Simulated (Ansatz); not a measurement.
In doubt: masses and optical values from hybrid runs of this build are listed as unsure (in some of the runs), which bears on the screening that GW takes from such a start.

The crystal is Bi2S3 (Bismuthinite).

The structure is orthorhombic, space group Pnma (No. 62). The conventional cell has a = 11.316 Å, b = 3.971 Å, c = 11.178 Å, α = 90.00°, β = 90.00°, γ = 90.00°. Nearest to Bi lie 6 S at 2.67 to 3.06 Å. Bi has 7 S at 2.59 to 3.32 Å nearest. S has 3 Bi at 2.68 to 2.74 Å nearest. Nearest to S lie 5 Bi at 2.59 to 3.06 Å. S has 5 Bi at 2.67 to 3.32 Å nearest. Farther neighbours and most contacts between anions are not listed.

```xyz
20
Lattice="11.3160 0.0000 0.0000 0.0000 3.9709 0.0000 0.0000 0.0000 11.1780" Properties=species:S:1:pos:R:3 pbc="T T T"
Bi    5.4700    0.9927    3.6419
Bi    0.1880    2.9782    9.2309
Bi   11.1280    0.9927    1.9471
Bi    5.8460    2.9782    7.5361
Bi    3.8552    2.9782    0.3833
Bi    1.8028    0.9927    5.9723
Bi    9.5132    2.9782    5.2057
Bi    7.4608    0.9927   10.7947
S     3.2296    0.9927    2.1696
S     2.4284    2.9782    7.7586
S     8.8876    0.9927    3.4194
S     8.0864    2.9782    9.0084
S     6.2238    2.9782    1.4353
S    10.7502    0.9927    7.0243
S     0.5658    2.9782    4.1537
S     5.0922    0.9927    9.7427
S     4.2503    2.9782    4.9440
S     1.4077    0.9927   10.5330
S     9.9083    2.9782    0.6450
S     7.0657    0.9927    6.2340
```

The cell and positions come from the Crystallography Open Database and are kept as given unless a step says otherwise. Spin-orbit coupling is left out unless a run names it.

Gaps computed with Ansatz 0.2.0 without a self-energy: HSE06 2.05 eV.

Q: What gap should G0W0 on HSE06 give (2×4×2 mesh, 1499 empty bands, screening to 120 eV, hard PAW files)?

About 2.03 eV: on its mesh the run moves the gap from 2.08 eV by −0.02 eV, and the mesh misses the edges by 0.03 eV. Bands and cutoff are finite, so the gap is not at the basis limit. The miss can reach some tenths of an eV and take either sign; the mesh is an error of its own. The 2×4×2 mesh is coarse for this cell (its supercell is 16 Å along the shortest edge). The RPA ε∞ on it, from the HSE06 start, is 7.66, 9.97 and 9.98; such meshes misread the long-range screening, most where the gap is narrow. Where an edge is built on 6p states of lead, bismuth or thallium, scalar-relativistic gaps usually stand too wide, by a few tenths to over one eV. The many-body steps are scalar-relativistic: spin-orbit coupling is not in them.

[Paths, hosts, dates, memory and timing lines, banners, echoed tables and standing remarks are left out of the program output.]

[Logs are printed without paths, hosts, clocks, repeated set-up lines and the standing remarks that a program may print on its own settings, such as how far it seeks lower states.]

[Runs of the session that timed out or met a known fault of the program may be left out.]

[Cells called generated may have been cut or substituted from an entry of the Crystallography Open Database or the Materials Project.]

[Hosts, paths, dates, database ids (printed as entryN), source tags and the programs' standing remarks are cut or masked in the printed files.]
